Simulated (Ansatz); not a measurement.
## F_O (site 1) in VO2F (Cc): charge-transition levels and formation energies

Aim: at which Fermi levels does F_O (site 1) in VO2F (Cc) change its charge? The model is a cell of 64 host atoms with 1 O taken out and 1 F put in.

Calculated with Ansatz 0.2.0; place-levels on PBEsol runs: charge-transition levels and formation energies with image-charge correction and potential alignment at the atomic sites.

## (1) Set-up

The cell holds 64 atoms: 16 V, 31 O and 17 F. Cell: a = 10.492 Å, b = 10.492 Å, c = 10.358 Å, α = 119.4°, β = 119.4°, γ = 58.5°. It derives from VO2F (space group Cc). Nearest the centre at fractional (0.516, 0.495, 0.529): F30 at 0.00 Å, V42 at 1.69 Å, V17 at 1.85 Å, F32 at 2.58 Å, O45 at 2.59 Å, O36 at 2.60 Å, O44 at 2.60 Å, O19 at 2.63 Å.

The host's dielectric constants go in as inputs: principal values (4.32, 4.78, 6.43) for the electrons alone, principal values (7.47, 17.42, 45.45) with the ions, from a response run on this crystal (DFPT, PBEsol) at that run's own cell.

The cell's shortest repeat is 10.3 Å.

## (2) The runs of each charge state

A transition level is the Fermi level at which two charge states cost the same, so each charge needs its own total energy, at its own relaxed structure.

Each atom starts 0.05 Å or so off its site in a random direction. Forces are taken at one point at (¼, ¼, ¼). The cell holds 1 electron fewer than the neutral one, with a uniform background that keeps it neutral on the whole.

The sampling was tested on the host first: at the k-points planned (1x1x1 shifted 0.25 0.25 0.25) its energy lies -0.001 eV an atom from the dense-mesh value, under the bound of 0.02 eV set for this test; that bounds the host's error, not the defect's.

One state's input; the others differ in charge, spin, start and seed, and in occupations where the table says so.

qp1.relax/input.yaml

```yaml
crystal:
  lattice:
    - [9.1549039, -5.12504429, -0.00491974]
    - [9.1549039, 5.12504429, -0.00491974]
    - [-5.82112496, 0.0, 8.56778155]
  atoms:
    - { symbol: V, position: [0.38322631, 0.11783034, 0.39806361] }
    - { symbol: V, position: [0.11783034, 0.38322631, 0.14806361] }
[... 4 atom lines left out ...]
    - { symbol: F, position: [0.27176588, 0.30079637, 0.33587651] }
    - { symbol: F, position: [0.30079637, 0.27176588, 0.08587651] }
[... 8 atom lines left out ...]
    - { symbol: V, position: [0.38322631, 0.61783034, 0.39806361] }
[... 1 atom line left out ...]
    - { symbol: O, position: [0.24473451, 0.54972783, 0.30481959] }
[... 3 atom lines left out ...]
    - { symbol: F, position: [0.27176588, 0.80079637, 0.33587651] }
[... 6 atom lines left out ...]
    - { symbol: F, position: [0.51556765, 0.49513562, 0.52941629] }
    - { symbol: F, position: [0.27176588, 0.80079637, 0.83587651] }
    - { symbol: F, position: [0.30079637, 0.77176588, 0.58587651] }
    - { symbol: V, position: [0.88322631, 0.11783034, 0.39806361] }
    - { symbol: V, position: [0.61783034, 0.38322631, 0.14806361] }
    - { symbol: O, position: [0.74473451, 0.04972783, 0.30481959] }
    - { symbol: O, position: [0.49513562, 0.51556765, 0.27941629] }
[... 2 atom lines left out ...]
    - { symbol: F, position: [0.77176588, 0.30079637, 0.33587651] }
[... 2 atom lines left out ...]
    - { symbol: V, position: [0.61783034, 0.38322631, 0.64806361] }
[... 1 atom line left out ...]
    - { symbol: O, position: [0.49513562, 0.51556765, 0.77941629] }
    - { symbol: O, position: [0.54972783, 0.24473451, 0.55481959] }
[... 1 atom line left out ...]
    - { symbol: F, position: [0.77176588, 0.30079637, 0.83587651] }
    - { symbol: F, position: [0.80079637, 0.27176588, 0.58587651] }
[... 10 atom lines left out ...]
    - { symbol: O, position: [0.74473451, 0.54972783, 0.80481959] }
[... 1 atom line left out ...]
    - { symbol: O, position: [0.54972783, 0.74473451, 0.55481959] }
[... 2 atom lines left out ...]
    - { symbol: F, position: [0.80079637, 0.77176588, 0.58587651] }
  host:
    repeats: [2, 2, 2]
    atoms:
      - { symbol: V, position: [0.76645262, 0.23566067, 0.79612723] }
      - { symbol: V, position: [0.23566067, 0.76645262, 0.29612723] }
      # ... 6 more atoms of the perfect host
total_charge: 1
basis:
  ecutwfc: 420
  xc_grid: 2
hamiltonian:
  xc: pbesol
kpoints:
  mp_grid: { grid: [1, 1, 1], shift: [0.25, 0.25, 0.25] }
scf:
  occupations: { method: fixed }
  max_iter: 80
output:
  forces: true
  charged_corrections:
    epsilon: [[5.36, 0.0, -1.05], [0.0, 4.78, 0.0], [-1.05, 0.0, 5.39]]
    static_epsilon: [[25.77, 0.0, -18.98], [0.0, 17.42, 0.0], [-18.98, 0.0, 27.15]]
    defect_position: [0.515568, 0.495136, 0.529416]
relax:
  f_tol: 0.02
  max_steps: 80
  random_displacement: { amplitude: 0.05, seed: 85 }
checkpoint:
  write: "../qp1.relax.run"
  compress: false
  write_wavefunctions: true
  write_every: 100000
```

Launch:

```console
$ ansatz run input.yaml --threads 4 --pin off --max-ram 7536MiB --backend cpu --events-out ev --progress --plain --runs-dir out
```

Defect states can disperse in a cell of this size, so the energy is taken again at a 2×2×2 shifted mesh, on the relaxed structure.

The run of this state that the levels use, under PBEsol:

qp1.point/input.yaml

```yaml
crystal:
  checkpoint: "../qp1.relax.run"
  host: checkpoint
total_charge: 1
basis:
  ecutwfc: 420
  xc_grid: 2
hamiltonian:
  xc: pbesol
kpoints:
  mp_grid: { grid: [2, 2, 2], shift: [0.5, 0.5, 0.5] }
scf:
  occupations: { method: fermi_dirac, width: 0.01 }
  max_iter: 80
output:
  forces: true
  eigenvalues: true
  charged_corrections:
    epsilon: [[5.36, 0.0, -1.05], [0.0, 4.78, 0.0], [-1.05, 0.0, 5.39]]
    static_epsilon: [[25.77, 0.0, -18.98], [0.0, 17.42, 0.0], [-18.98, 0.0, 27.15]]
    defect_position: [0.515568, 0.495136, 0.529416]
  eigenstates: { localisation: true }
  populations: true
  band_densities: [{ bands: [v1, v1] }, { bands: [c1, c1] }]
  write_density: true
  write_potential: true
  volumetric_format: npy
checkpoint:
  read: "../qp1.relax.run"
  write: "../qp1.point.run"
  compress: false
  write_wavefunctions: false
  write_every: 100000
```

Relaxations under PBEsol at one point at (¼, ¼, ¼); times on 4 threads of Arm Neoverse V1, shared host:

| charge | moment (μB) | occupations | outcome | steps | largest displacement against the far atoms (Å) | time |
| --- | --- | --- | --- | --- | --- | --- |
| 0 | 1 | fixed | converged | 9 | 0.22 | 6.2 min |
| +1 | 0 | fixed | converged | 9 | 0.19 | 2.8 min |

Single points under PBEsol at a 2×2×2 shifted mesh; times on 4 threads of Arm Neoverse V1, shared host:

| charge | moment (μB) | occupations | outcome | time |
| --- | --- | --- | --- | --- |
| 0 | 1 | fermi-dirac | converged | 4.8 min |
| +1 | 0 | fermi-dirac | converged | 87 s |

Distances (Å) from F30 to the nearest atoms after relaxation with PBEsol:

| charge | moment (μB) | 1. | 2. | 3. | 4. | 5. | 6. |
| --- | --- | --- | --- | --- | --- | --- | --- |
| 0 | 1 | V 1.89 | V 1.90 | F 2.57 | F 2.58 | O 2.59 | O 2.61 |
| +1 | 0 | V 1.87 | V 1.93 | F 2.56 | F 2.59 | O 2.60 | O 2.61 |

## (3) Placing the levels, PBEsol

A charged cell interacts with its images and the background, and its potential has another zero than the host's. place-levels removes the first by a point-charge model, screened by the static dielectric constant since the ions have relaxed around the charge, and the second by comparing potentials at atoms far from the defect.

The host is a run of the defect-free crystal in the same cutoffs, grids and k-points, so that basis and sampling errors cancel in part in the differences. The host is run in a cell of 8 atoms on a matching mesh. Its band edges are searched through the zone by a band path, so the gap is smaller than, or equal to, that on the mesh. Chemical potentials are energies per atom of O (O2 molecule) and F (F2 molecule), run with the same functional and cutoff.

levels.point.yaml

```yaml
host:
  run: host.point.run
states: [q0_M1.point.run, qp1.point.run]
geometry_from:
  q0_M1.point.run: q0_M1.relax.run
  qp1.point.run: qp1.relax.run
  host.point.run: host.relax.run
chemical_potentials:
  O:
    energy: -558.282649
    dataset: "<sha256 of the dataset>"
  F:
    energy: -797.642924
    dataset: <sha256 of the dataset>
epsilon:
  - [5.36, 0.0, -1.05]
  - [0.0, 4.78, 0.0]
  - [-1.05, 0.0, 5.39]
static_epsilon:
  - [25.77, 0.0, -18.98]
  - [0.0, 17.42, 0.0]
  - [-18.98, 0.0, 27.15]
vertical:
  - { from: qp1.point.run, to: qp1.point_neutral.run }
```

Launch:

```console
$ ansatz place-levels levels.point.yaml -- --threads 4 --pin off --max-ram 7536MiB
```

Numbers of over 12 decimals in the logs are rounded to 6 here.

Log:

```text
[... repeated set-up lines and file paths are left out, and long positions are rounded to six places ...]
(+1/0) 1.230 eV above the valence edge, 0.351 eV under the conduction edge
formation energy of charge +1: -2.359 eV with the Fermi level at the valence edge
formation energy of charge 0: -1.129 eV with the Fermi level at the valence edge
vertical +1 to 0: no energy, since no alignment is typed
  the change from vertical[0].from (qp1.point.run) to vertical[0].to (qp1.point_neutral.run): by its potential at epsilon [[5.36, 0, -1.05], [0, 4.78, 0], [-1.05, 0, 5.39]] it stands at 0.504 0.435 0.803, with an rms radius of about 3.7 Å (2.1 2.0 2.3 Å [...]
  edges by pbesol, gap 1.581 eV; the host is sampled to repeats of 20.50 Å
  the defect's cells are sampled to repeats of 20.50 Å, like sampling
  charge +1: -77195.7341 eV with its correction of +0.059 eV, at epsilon [[25.77, 0, -18.98], [0, 17.42, 0], [-18.98, 0, 27.15]], aligned at sites: -0.0549 eV, mean over 24 atomic sites at or beyond 5.13 Å from the host's site at [0.5187, 0.4944, 0.5284] by [...]
  charge 0: +0.000 eV for its dipole among its images, +0.000 omitted
  of states[1] (qp1.point.run): it parts from the run at its places by a charge that spreads by about 2.3 Å along one vector (1.5 Å or more is wide), by its potential at epsilon [[5.36, 0, -1.05], [0, 4.78, 0], [-1.05, 0, 5.39]], taken for that of held ions [...]
  of states[0] (q0_M1.point.run): its sublattices stand up to 0.0907 Å off the host's, which by the two runs' forces adds about -0.04 eV to its energy against the host's, and moves the band edges: relax the crystal first, and build the cells on it; [...]
  of vertical[0].from (qp1.point.run): its displacements don't fall off away from the defect: farther atoms stand 0.051 Å off the host's places. [...]
  vertical[0].to (qp1.point_neutral.run): levels filled in part (TS 0.003 eV): its energy is of no whole electron's
  of vertical[0].to (qp1.point_neutral.run): its displacements don't fall off away from the defect: farther atoms stand 0.051 Å off the host's places. [...]
```

Run time: 0.23 s. Hardware: 4 threads of Arm Neoverse V1, shared host.

Levels between the charges placed, in eV above the valence top:

|  | gap (eV) | (+1/0) |
| --- | --- | --- |
| PBEsol | 1.58 | 1.23 |

Corrections by state:

| charge | moment (μB) | image terms and alignment (eV) | band filling (eV) | ε used | over the lowest of its charge, as the program ranks them, band filling apart (eV) |
| --- | --- | --- | --- | --- | --- |
| +1 | 0.0 | 0.059 | - | principal values (7.47, 17.42, 45.45) | 0.000 |
| 0 | 1.0 | 0.000 | - | - | 0.000 |

The charged structures listed were also run neutral, and place-levels reads from each pair, by the potential or the spins, how wide the charge is by which they differ; that can be the carrier of either run.

| charge | rms radius (Å) | spread where it is widest against the cell (Å) | wide from (Å) | reading |
| --- | --- | --- | --- | --- |
| +1 | 3.7 | 2.34 | 1.48 | wide |

The neutral runs of these pairs need not share the spin of the lowest neutral state, and very wide values only mean spread over the cell.

From the program's caveats on the states, each cut to its opening words:

- charge +1: it parts from the run at its places by a charge that spreads by about 2.3 Å along one vector (1.5 Å or more is wide), by its potential at epsilon [[5.36, 0, [...]
- charge +1: the far atoms show a dipole or second moment of the defect's charge, for which the correction takes or leaves out 0.07 eV: further moments aren't read, and the [...]
- charge +1: its sublattices stand up to 0.0278 Å off the host's, which by the two runs' forces adds about -0.02 eV to its energy against the host's, and moves the band [...]
- charge +1: its displacements don't fall off away from the defect: farther atoms stand 0.051 Å off the host's places
- charge 0 (1 μB): its sublattices stand up to 0.0907 Å off the host's, which by the two runs' forces adds about -0.04 eV to its energy against the host's, and moves the band [...]
- charge 0 (1 μB): its displacements don't fall off away from the defect: farther atoms stand 0.098 Å off the host's places

Chemical potentials of the elements' reference phases, run alike. Formation energy by charge state (elemental references; gap 1.58 eV):

| charge | at valence top (eV) | at conduction bottom (eV) | correction included (eV) |
| --- | --- | --- | --- |
| +1 | -2.36 | -0.78 | 0.06 |
| 0 | -1.13 | -1.13 | 0.00 |

(Fermi level (eV), lowest formation energy (eV)): (0.00, -2.36), (0.14, -2.22), (0.29, -2.07), (0.43, -1.93), (0.57, -1.78), (0.72, -1.64), (0.86, -1.50), (1.01, -1.35), (1.15, -1.21), (1.29, -1.13), (1.44, -1.13), (1.58, -1.13)

## (4) Effect of the sampling

The relaxations' own energies give the levels at their sampling, for comparison.

levels.relax_mesh.yaml

```yaml
host:
  run: host.relax.run
states: [q0_M1.relax.run, qp1.relax.run]
chemical_potentials:
  O:
    energy: -558.282649
    dataset: "<sha256 of the dataset>"
  F:
    energy: -797.642924
    dataset: <sha256 of the dataset>
```

Launch:

```console
$ ansatz place-levels levels.relax_mesh.yaml -- --threads 4 --pin off --max-ram 7536MiB
```

Log:

```text
(+1/0) 1.182 eV above the valence edge, 0.404 eV under the conduction edge
formation energy of charge +1: -2.326 eV with the Fermi level at the valence edge
formation energy of charge 0: -1.145 eV with the Fermi level at the valence edge
  edges by pbesol, gap 1.586 eV; the host is sampled to repeats of 10.25 Å
[... the lines on each state left out ...]
```

It took 0.09 s on 4 threads.

Levels between neighbouring charges, in eV above the valence top:

|  | gap (eV) | (+1/0) |
| --- | --- | --- |
| one point at (¼, ¼, ¼) | 1.59 | 1.18 |
| a 2×2×2 shifted mesh | 1.58 | 1.23 |

Going from one point at (¼, ¼, ¼) to a 2×2×2 shifted mesh moves the levels that carry no band-filling term by up to 0.05 eV and formation energies against the elements by up to 0.03 eV.

## (5) What a wrong or other choice does

In this try the input is made faulty on purpose, to show what that does.

A choice is tested by changing it alone.

levels.try1.yaml is levels.point.yaml with these lines changed:

```diff
+defect_position:
+  qp1.point.run: [0.6356, 0.6151, 0.6494]
```

Launch:

```console
$ ansatz place-levels levels.try1.yaml -- --threads 4 --pin off --max-ram 7536MiB
```

Log:

```text
(+1/0) 1.249 eV above the valence edge, 0.332 eV under the conduction edge
formation energy of charge +1: -2.377 eV with the Fermi level at the valence edge
formation energy of charge 0: -1.129 eV with the Fermi level at the valence edge
vertical +1 to 0: no energy, since no alignment is typed
  edges by pbesol, gap 1.581 eV; the host is sampled to repeats of 20.50 Å
[... the lines on each state left out ...]
```

The change: the charge placed away from the defect.

Levels in eV above the valence top; the changed ones are not the defect's:

|  | gap (eV) | (+1/0) |
| --- | --- | --- |
| changed | 1.58 | 1.25 |
| as set up | 1.58 | 1.23 |

The largest shift is 0.02 eV.

## (6) What came out

```yaml
gap_of_the_host: 1.58 eV (PBEsol)
level_plus_1_over_0: 1.23 eV above the valence top
lowest_of_the_charges_placed_just_above_the_valence_top_0p02_ev: +1
lowest_of_the_charges_placed_just_below_the_conduction_bottom_0p02_ev: 0
lowest_formation_energy_at_mid_gap_of_the_charges_run_elemental_references: -1.57 eV
```

In words: Of the charges placed (0 and +1), the lowest changes at 1.23 eV (+1/0) above the valence top, in a gap of 1.58 eV. Charges above +1 and below 0 were not placed, so these runs say nothing of levels that involve them. States placed: +1 at 0 μB; 0 at 1 μB. Other spin states or structures, where not listed, weren't placed. The lowest formation energy (elemental references) is negative across the gap, so the defect would form by itself: these chemical potentials lie beyond what competing compounds allow, or the host is unstable against it. Going from one point at (¼, ¼, ¼) to a 2×2×2 shifted mesh moves the levels that carry no band-filling term by up to 0.05 eV and formation energies against the elements by up to 0.03 eV. Limits: PBEsol makes the gap too small and tends to spread out bound carriers; where a gas molecule sets a chemical potential or the host's formation energy, its binding is uncorrected; force components of up to 0.18 eV/Å remain in a run at the final settings.

[Logs are printed without paths, hosts, clocks, repeated set-up lines and the standing remarks that a program may print on its own settings, such as how far it seeks lower states.]

[Hosts, paths, dates, database ids (printed as entryN), source tags and the programs' standing remarks are cut or masked in the printed files.]

[Where a table of states has a column of steps, it counts the stored structures, which are thinned; the runs took as many ionic steps or more.]

[A defect's name tells the site on which it was built; relaxed atoms can leave that site.]

[For some hosts the program warned that the k-mesh of the response run may be too coarse for force constants and the static dielectric constant; such warnings are not shown here.]
